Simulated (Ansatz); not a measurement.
# A low-energy model for Rb2CdAgBr6 (double perovskite) (Fm-3m): bands, U and J

How strongly is the local Coulomb interaction screened in Rb2CdAgBr6 (double perovskite) (Fm-3m)?

Main program and level: Ansatz 0.2.0; non-magnetic PBEsol, then constrained RPA, plane waves, PAW.

The structure was built from a prototype and need not be the compound's stable phase.

### 1. The starting structure

It takes space group Fm-3m (No. 225, cubic). Conventional cell: a = 10.767 Å, b = 10.767 Å, c = 10.767 Å, α = 90.00°, β = 90.00°, γ = 90.00°. Rb has 12 Br at 3.81 Å nearest. Nearest to Ag lie 6 Br at 2.68 Å. Cd has 6 Br at 2.71 Å nearest. Br has 1 Ag at 2.68 Å and 1 Cd at 2.71 Å and 4 Rb at 3.81 Å nearest. Farther neighbours and most contacts between anions are not listed.

The structure was relaxed with PBEsol. The structure type comes from a generator and need not be one that this composition takes. The structure was generated from a model, not taken from a measurement. The runs that relaxed it are not among those shown. The program's search for lower electronic states was switched off, so nothing shows that the state found is the lowest. The default PAW set here is soft_2. Its files were made with PBE.

### 2. PBEsol bands and orbital weights

This step: DFT, PBEsol, plane waves, PAW.

input.yaml

```yaml
crystal:
  lattice:
    - [0.0, 5.38339723, -5.38339723]
    - [5.38339723, 5.38339723, 0.0]
    - [5.38339723, 0.0, -5.38339723]
  atoms:
    - { symbol: Rb, position: [0.25, 0.25, 0.25] }
    - { symbol: Rb, position: [0.75, 0.75, 0.75] }
    - { symbol: Ag, position: [0.0, 0.0, 0.0] }
    - { symbol: Cd, position: [0.5, 0.5, 0.5] }
    - { symbol: Br, position: [0.2485294128, 0.2485294128, 0.7514705872] }
    - { symbol: Br, position: [0.7514705872, 0.7514705872, 0.2485294128] }
    - { symbol: Br, position: [0.2485294128, 0.7514705872, 0.2485294128] }
    - { symbol: Br, position: [0.7514705872, 0.2485294128, 0.7514705872] }
    - { symbol: Br, position: [0.7514705872, 0.2485294128, 0.2485294128] }
    - { symbol: Br, position: [0.2485294128, 0.7514705872, 0.7514705872] }
kpoints:
  mp_grid: { grid: [4, 4, 4] }
  band_path:
    path:
      - [[0.0, 0.0, 0.0], [0.5, 0.0, 0.5], [0.625, 0.25, 0.625]]
      - [[0.375, 0.375, 0.75], [0.0, 0.0, 0.0], [0.5, 0.5, 0.5], [0.5, 0.25, 0.75], [0.5, 0.0, 0.5]]
    npoints: 10
hamiltonian:
  xc: pbesol
scf:
  occupations: { method: gaussian, width: 0.08 }
  n_extra_bands: 19
  max_iter: 150
  lower_state_search: "off"
output:
  eigenvalues: true
  forces: true
  stress: true
  fatbands: true
  write_density: true
  write_potential: true
  elf: true
  volumetric_format: npy
```

Started as:

```
> ansatz run input.yaml --threads 8 --pin off --max-ram 14745MiB --backend cpu --events-out ev --progress --plain --runs-dir out
```

Numbers of over 12 decimals in the logs are rounded to 6 here.

What it wrote:

```text
scf.n_extra_bands = 19 over 50 filled bands (N_el = 99.0): the run solves 69 bands
Engine: ansatz 0.2.0, aarch64-unknown-linux-gnu
Pseudopotentials: kind: paw
Pseudopotential: Rb, paw, valence charge 9, recommended cutoff 420 eV (normal), Rb.paw.azcp
Pseudopotential: Ag, paw, valence charge 19, recommended cutoff 420 eV (normal), Ag.paw.azcp
Pseudopotential: Cd, paw, valence charge 20, recommended cutoff 420 eV (normal), Cd.paw.azcp
Pseudopotential: Br, paw, valence charge 7, recommended cutoff 420 eV (normal), Br.paw.azcp
Functional definition: PBEsol
  exchange = pbesol_x
  correlation = pbesol_c
Crystal: 10 atoms, lattice volume = 312.032 Å³
Basis set: ecut = 420 eV, 6081 PW (Γ), exchange–correlation on 108×108×108 points (8 copies of the dense FFT grid, shifted against one another)
Bands: 69, of which v1, the nominal top of the filled ones, is band 50 counted from 1 (49 counted from 0)
Symmetry: 48 space group operations
Space group: Fm-3m (ITA 225), of the structure as read, at distance tolerance 6.8e-5 Å
k-points: 8 of 64
Non-local potential: Rb, projectors of the file, l = 0: 3, l = 1: 2, l = 2: 2
Non-local potential: Ag, projectors of the file, l = 0: 3, l = 1: 2, l = 2: 2, l = 3: 1
Non-local potential: Cd, projectors of the file, l = 0: 3, l = 1: 2, l = 2: 2, l = 3: 1
Non-local potential: Br, projectors of the file, l = 0: 2, l = 1: 2, l = 2: 2
PAW form: soft (Blöchl's): semilocal exchange-correlation on the pseudo side does not see the compensation charge
PAW frozen core: Rb, regenerated for the run's functional, and the local potential with it (the file was generated under x = pbe(κ = 0.804, μ = 0.219515), c = pbe(β = 0.066725))
PAW frozen core: Ag, regenerated for the run's functional, and the local potential with it (the file was generated under x = pbe(κ = 0.804, μ = 0.219515), c = pbe(β = 0.066725))
PAW frozen core: Cd, regenerated for the run's functional, and the local potential with it (the file was generated under x = pbe(κ = 0.804, μ = 0.219515), c = pbe(β = 0.066725))
PAW frozen core: Br, regenerated for the run's functional, and the local potential with it (the file was generated under x = pbe(κ = 0.804, μ = 0.219515), c = pbe(β = 0.066725))
PAW one-centre angular grid: Rb, 110 points (default); XC on 64 Gauss nodes
PAW one-centre angular grid: Ag, 590 points (default); XC on 64 Gauss nodes
PAW one-centre angular grid: Cd, 590 points (default); XC on 64 Gauss nodes
PAW one-centre angular grid: Br, 110 points (default); XC on 64 Gauss nodes
Initial density: superposition of atomic densities (neutral atoms: chi_scale 0, normalization atom), corrected by the library's trained network
Initial wavefunctions: pseudopotential atomic-orbital guess
Functional: x = pbesol(κ = 0.804, μ = 0.123457), c = pbesol(β = 0.046)
SCF iter   1: F=—  HF=-38569.260645 eV  |F-HF|=—  |Δ(HF+E_count)|=         —  Δρ=3.62e-3  dr2=4.06e-2  ethr=1.77e-3  ⟨swp⟩=8.8  Hψ=2727  notcnv=0  defer=40
preconditioner: auto → LDOS  [metal: Δε(μ)=0.043 eV  Ē_g=12.573 eV  σ=0.080 eV  W_gap=0.30  n_scr=58 (ndim 8)  ℏωp=18.7 eV  f_vac=0.044  D(μ)=8.21/eV (n_scr^D=58)  β→1.0]
SCF iter   2: F=—  HF=-38569.257620 eV  |F-HF|=—  |Δ(HF+E_count)|=   3.03e-3  Δρ=1.72e-3  dr2=9.09e-3  ethr=4.10e-5  ⟨swp⟩=2.8  Hψ=1082  notcnv=0  defer=68
SCF iter   3: F=—  HF=-38569.255372 eV  |F-HF|=—  |Δ(HF+E_count)|=   2.25e-3  Δρ=6.19e-4  dr2=1.33e-3  ethr=9.18e-6  ⟨swp⟩=2.2  Hψ=845  notcnv=0  defer=68
SCF iter   4: F=—  HF=-38569.255078 eV  |F-HF|=—  |Δ(HF+E_count)|=   2.94e-4  Δρ=2.17e-4  dr2=1.74e-4  ethr=1.34e-6  ⟨swp⟩=2.1  Hψ=636  notcnv=0  defer=68
SCF iter   5: F=—  HF=-38569.255056 eV  |F-HF|=—  |Δ(HF+E_count)|=   2.22e-5  Δρ=1.23e-4  dr2=7.36e-5  ethr=1.76e-7  ⟨swp⟩=2.6  Hψ=912  notcnv=0  defer=68
SCF iter   6: F=—  HF=-38569.254951 eV  |F-HF|=—  |Δ(HF+E_count)|=   1.05e-4  Δρ=9.90e-5  dr2=5.10e-5  ethr=7.44e-8  ⟨swp⟩=1.0  Hψ=455  notcnv=0  defer=68
SCF iter   7: F=—  HF=-38569.254942 eV  |F-HF|=—  |Δ(HF+E_count)|=   8.56e-6  Δρ=5.22e-5  dr2=1.30e-5  ethr=5.15e-8  ⟨swp⟩=1.2  Hψ=457  notcnv=0  defer=68
SCF iter   8: F=—  HF=-38569.254941 eV  |F-HF|=—  |Δ(HF+E_count)|=   1.90e-6  Δρ=5.99e-6  dr2=1.22e-7  ethr=1.31e-8  ⟨swp⟩=2.0  Hψ=630  notcnv=0  defer=68
SCF iter   9: F=-38569.254940 eV  HF=-38569.254940 eV  |F-HF|=7.73e-9  |Δ(HF+E_count)|=   1.20e-8  Δρ=2.01e-6  dr2=1.21e-8  ethr=1.01e-10  ⟨swp⟩=19.9  Hψ=4801  notcnv=0
SCF 1 converged in 9 iterations: F = -38569.254940 eV  dr2 = 1.21e-8
  greatest PAW one-centre occupation: 1.001 electrons in one spin orbital (limit 2), on the Ag atom at site 2 (counted from 0), in its partial waves of l = 0
NSCF: frozen V_eff on 62 k-points
SCF converged after 9 iterations
Free energy (F): -38569.254940 eV
Harris-Foulkes:  -38569.254940 eV  (|F-HF|=7.73e-9)
Internal energy: -38569.228635 eV  (E = F + TS)
E sigma→0 (E₀):  -38569.241788 eV
Entropy (-TS):   -0.026305 eV (-2.631 meV/atom)
Fermi energy:    4.052359 eV
--- Per-component energies (eV) ---
  E_band       = -1245.841531
  E_kinetic    = 2216.472297
  E_local      = -11416.574630  (includes V_loc(G=0)·N_el)
  E_nonlocal   = 894.479589
  E_hartree    = 4754.167136
  E_xc         = -2185.216558
  E_vxc        = -1348.947349  (∫ρ·V_xc dr)
  E_paw        = -26205.991494  (= ΣΔE_a)
  E_vpaw       = -1099.599522  (= ΣTr[D̂ρ^β])
  E_aug_tail   = 0.000287  (compensation charges beyond the density's cutoff)
  E_ewald      = -6628.030925
  E_core_change = 1.465662  (= ΣΔE_core)
  E_smearing   = -0.026305  (= −TS)
  E_closure    = -0.000000  (closes the sum)
  Σ components = -38569.254940   (vs F -38569.254940, Δ=0.00e0)
--- Forces (eV/Å), atoms counted from 1 ---
  atom   1  Rb     0.00000000     0.00000000    -0.00000000
  atom   2  Rb    -0.00000000     0.00000000    -0.00000000
  atom   3  Ag     0.00000000    -0.00000000     0.00000000
  atom   4  Cd     0.00000000     0.00000000    -0.00000000
  atom   5  Br     0.00000000    -0.00003231    -0.00000000
  atom   6  Br    -0.00000000     0.00003231    -0.00000000
  atom   7  Br     0.00000000    -0.00000000     0.00003231
  atom   8  Br     0.00000000     0.00000000    -0.00003231
  atom   9  Br    -0.00003231    -0.00000000    -0.00000000
  atom  10  Br     0.00003231    -0.00000000    -0.00000000
  max |Σ_I F_I| component: 4.90e-18 eV/Å
--- Stress (GPa, compression-positive) ---
        0.001194      -0.000000      -0.000000
       -0.000000       0.001194      -0.000000
       -0.000000      -0.000000       0.001194
  P = ⅓ Tr σ = 0.0012 GPa (0.012 kbar)
--- Band table (eV; the first three rows and the last of 8) ---
  k-point 0: bands = [... 46 lower, 3.5519, 3.5519, 4.4399, 4.4399, 5.1925, 8.0349, 9.1216, 9.1216, ... 15 higher]
  k-point 1: bands = [... 46 lower, 3.2683, 3.4255, 4.0304, 4.0304, 6.0702, 8.5831, 8.8953, 9.6302, ... 15 higher]
  k-point 2: bands = [... 46 lower, 3.2938, 3.2938, 3.6878, 3.6878, 7.2307, 8.0523, 9.5749, 9.5848, ... 15 higher]
  k-point 7: bands = [... 46 lower, 3.2195, 3.2195, 3.4691, 3.8103, 8.2761, 9.1801, 10.4505, 10.4505, ... 15 higher]
```

Elapsed: 24 s, on 8 threads of Arm Neoverse N1, shared host; peak memory 1.5 GiB; 2.8 min of CPU time.

This step gave:

```
pressure : 0.001194 GPa
```

Electronic bands along the path, in eV, zero at the Fermi level:

```
    point  band 46  band 47  band 48  band 49  band 50  band 51  band 52  band 53
        Γ    -0.50    -0.50    -0.50     0.39     0.39     1.14     3.98     5.07
  halfway    -0.87    -0.87    -0.82    -0.51     0.38     2.41     4.72     5.64
        X    -1.14    -1.13    -1.13    -0.52     0.38     4.13     5.94     6.12
  halfway    -1.12    -1.11    -1.09    -0.57     0.27     4.14     5.60     6.00
        U    -1.03    -1.03    -0.94    -0.70     0.02     4.11     5.00     6.13
jump to K    -1.03    -1.03    -0.94    -0.70     0.02     4.11     5.00     6.13
  halfway    -0.80    -0.79    -0.65    -0.31    -0.04     2.40     4.78     5.06
        Γ    -0.50    -0.50    -0.50     0.39     0.39     1.14     3.98     5.07
  halfway    -0.78    -0.78    -0.63    -0.02    -0.02     2.02     4.53     4.84
        L    -0.90    -0.76    -0.76    -0.36    -0.36     3.18     4.00     5.52
  halfway    -0.99    -0.89    -0.89    -0.51    -0.27     3.68     4.48     5.85
        W    -1.15    -0.83    -0.83    -0.58    -0.24     4.22     5.13     6.40
  halfway    -1.15    -1.07    -0.97    -0.61     0.16     4.17     5.47     6.07
        X    -1.14    -1.13    -1.13    -0.52     0.38     4.13     5.94     6.12
```

Of the projections kept (Ag 4d, Br 4p), the largest for each band there; the rest of the weight can lie on other orbitals:

```
point     band 46     band 47     band 48     band 49     band 50     band 51     band 52     band 53
    Γ  Br 4p 1.00  Br 4p 1.00  Br 4p 1.00  Br 4p 0.75  Br 4p 0.75  Br 4p 0.02           -           -
    X  Br 4p 0.84  Br 4p 0.99  Br 4p 0.99  Br 4p 1.00  Br 4p 0.75  Br 4p 0.35  Br 4p 0.10  Br 4p 0.04
    U  Br 4p 0.98  Br 4p 0.94  Br 4p 0.78  Br 4p 0.99  Br 4p 0.75  Br 4p 0.34  Br 4p 0.18  Br 4p 0.10
    K  Br 4p 0.98  Br 4p 0.94  Br 4p 0.78  Br 4p 0.99  Br 4p 0.75  Br 4p 0.34  Br 4p 0.18  Br 4p 0.10
    Γ  Br 4p 1.00  Br 4p 1.00  Br 4p 1.00  Br 4p 0.75  Br 4p 0.75  Br 4p 0.02           -           -
    L  Br 4p 1.00  Br 4p 0.98  Br 4p 0.98  Br 4p 0.78  Br 4p 0.78  Br 4p 0.26  Br 4p 0.13  Br 4p 0.07
```

Electrostatic potential energy in the ac plane of the conventional cell at fractional y = 0.000, with atoms of Ag and Cd and Br within 0.2 Å of it. With pseudopotentials it is smooth inside the atoms' cores, unlike the true potential.

Ten even steps from '_' (-71 eV) to '@' (10 eV), each cell a mean:
```
==++##@@@@**..____==%%@@%%**++++**##%%@@##::____==%%@@%%**==
**##%%@@@@%%**++**%%@@@@@@##****##%%@@@@@@##++++%%@@@@@@%%**
%%@@@@@@@@@@@@@@@@@@@@@@@@@@%%%%@@@@@@@@@@@@@@@@@@@@@@@@@@@@
%%%%@@@@@@@@@@@@@@@@@@@@@@@@%%%%@@@@@@@@@@@@@@@@@@@@@@@@@@%%
::==%%@@@@@@@@@@@@@@@@@@@@**--::++%%@@@@@@@@@@@@@@@@@@@@**--
__..**@@@@@@@@@@@@@@@@@@%%--____..**@@@@@@@@@@@@@@@@@@%%--__
__::##@@@@@@@@@@@@@@@@@@%%==____..##@@@@@@@@@@@@@@@@@@%%==__
++##@@@@@@@@@@@@@@@@@@@@@@%%++==**@@@@@@@@@@@@@@@@@@@@@@%%**
@@@@@@@@@@@@@@@@@@@@@@@@@@@@@@@@@@@@@@@@@@@@@@@@@@@@@@@@@@@@
%%%%@@@@@@@@@@%%%%@@@@@@@@@@%%%%%%@@@@@@@@@@%%%%@@@@@@@@%%%%
****%%@@@@%%++::--**@@@@%%##++++**%%@@@@%%==::--##@@@@%%##**
++++##%%@@**..____--%%@@%%++==--==**%%@@++______--%%@@##**++
++**##%%@@##::____==%%@@%%**====++##@@@@**..____==%%@@%%**++
**##%%@@@@@@##++++%%@@@@@@%%****##%%@@@@%%**++**%%@@@@@@##**
%%@@@@@@@@@@@@@@@@@@@@@@@@@@@@%%@@@@@@@@@@@@@@@@@@@@@@@@@@%%
%%@@@@@@@@@@@@@@@@@@@@@@@@@@%%%%%%@@@@@@@@@@@@@@@@@@@@@@@@%%
::++%%@@@@@@@@@@@@@@@@@@@@**--::==%%@@@@@@@@@@@@@@@@@@@@**--
__..**@@@@@@@@@@@@@@@@@@%%--____..**@@@@@@@@@@@@@@@@@@%%--__
__..##@@@@@@@@@@@@@@@@@@%%==____::##@@@@@@@@@@@@@@@@@@%%==__
==**@@@@@@@@@@@@@@@@@@@@@@%%**++##@@@@@@@@@@@@@@@@@@@@@@%%++
@@@@@@@@@@@@@@@@@@@@@@@@@@@@@@@@@@@@@@@@@@@@@@@@@@@@@@@@@@@@
%%%%@@@@@@@@@@%%%%@@@@@@@@%%%%%%%%@@@@@@@@@@%%%%@@@@@@@@@@%%
++**%%@@@@%%==::--##@@@@%%##******%%@@@@%%++::--**@@@@%%##++
--==**%%@@++______--%%@@##**++++++##%%@@**..____--%%@@%%++==
```
Columns run along a (10.8 Å; values clipped at the 3rd and 97th percentile), rows up along c (10.8 Å), edges of the conventional cell, whose origin can differ from the input's. Atoms in or near the plane, at fractional coordinates: Ag at (0.50, 0.50), Ag at (0.00, 0.00), Cd at (0.00, 0.50), Cd at (0.50, 0.00), Br at (0.00, 0.75), Br at (0.50, 0.25), Br at (0.50, 0.75), Br at (0.00, 0.25), Br at (0.75, 0.50), Br at (0.25, 0.00), Br at (0.25, 0.50), Br at (0.75, 0.00).

ELF in the ac plane of the conventional cell at fractional y = 0.000, with atoms of Ag and Cd and Br within 0.2 Å of it. It is the smooth field of the valence electrons, not physical close to the nuclei.

Values, 13 rows by 16 columns, each cell a mean:
```
0.54 0.24 0.53 0.64 0.56 0.67 0.20 0.45 0.52 0.22 0.54 0.65 0.54 0.67 0.20 0.48
0.36 0.21 0.18 0.60 0.66 0.27 0.17 0.34 0.36 0.22 0.18 0.59 0.66 0.28 0.17 0.34
0.53 0.77 0.29 0.05 0.06 0.17 0.69 0.65 0.56 0.77 0.29 0.05 0.06 0.18 0.70 0.63
0.36 0.83 0.40 0.03 0.02 0.24 0.80 0.51 0.34 0.83 0.40 0.03 0.02 0.24 0.79 0.53
0.54 0.38 0.13 0.38 0.45 0.15 0.29 0.52 0.53 0.37 0.13 0.39 0.45 0.15 0.29 0.52
0.36 0.17 0.46 0.76 0.75 0.61 0.16 0.35 0.39 0.18 0.45 0.76 0.75 0.61 0.16 0.32
0.68 0.27 0.58 0.42 0.22 0.69 0.24 0.61 0.68 0.29 0.58 0.38 0.24 0.71 0.23 0.59
0.29 0.15 0.38 0.79 0.81 0.53 0.14 0.28 0.31 0.16 0.38 0.80 0.80 0.53 0.14 0.26
0.65 0.50 0.13 0.25 0.31 0.12 0.41 0.63 0.63 0.50 0.13 0.25 0.31 0.12 0.41 0.64
0.26 0.85 0.44 0.03 0.01 0.28 0.82 0.44 0.25 0.85 0.45 0.03 0.01 0.28 0.82 0.45
0.62 0.68 0.22 0.11 0.13 0.12 0.59 0.71 0.64 0.68 0.22 0.11 0.13 0.12 0.60 0.69
0.29 0.16 0.26 0.71 0.76 0.38 0.13 0.26 0.28 0.16 0.26 0.70 0.77 0.38 0.13 0.26
0.62 0.27 0.56 0.51 0.41 0.70 0.22 0.53 0.61 0.24 0.57 0.53 0.39 0.69 0.23 0.56
```
Columns run along a (10.8 Å), rows up along c (10.8 Å), edges of the conventional cell, whose origin can differ from the input's. Atoms in or near the plane, at fractional coordinates: Ag at (0.50, 0.50), Ag at (0.00, 0.00), Cd at (0.00, 0.50), Cd at (0.50, 0.00), Br at (0.00, 0.75), Br at (0.50, 0.25), Br at (0.50, 0.75), Br at (0.00, 0.25), Br at (0.75, 0.50), Br at (0.25, 0.00), Br at (0.25, 0.50), Br at (0.75, 0.00).

(Part 1 of 2 ends here.)

[Paths, hosts, dates, memory and timing lines, banners, echoed tables and standing remarks are left out of the program output.]

[Logs are printed without paths, hosts, clocks, repeated set-up lines and the standing remarks that a program may print on its own settings, such as how far it seeks lower states.]

[Runs of the session that timed out or met a known fault of the program may be left out.]

[Hosts, paths, dates, database ids (printed as entryN), source tags and the programs' standing remarks are cut or masked in the printed files.]
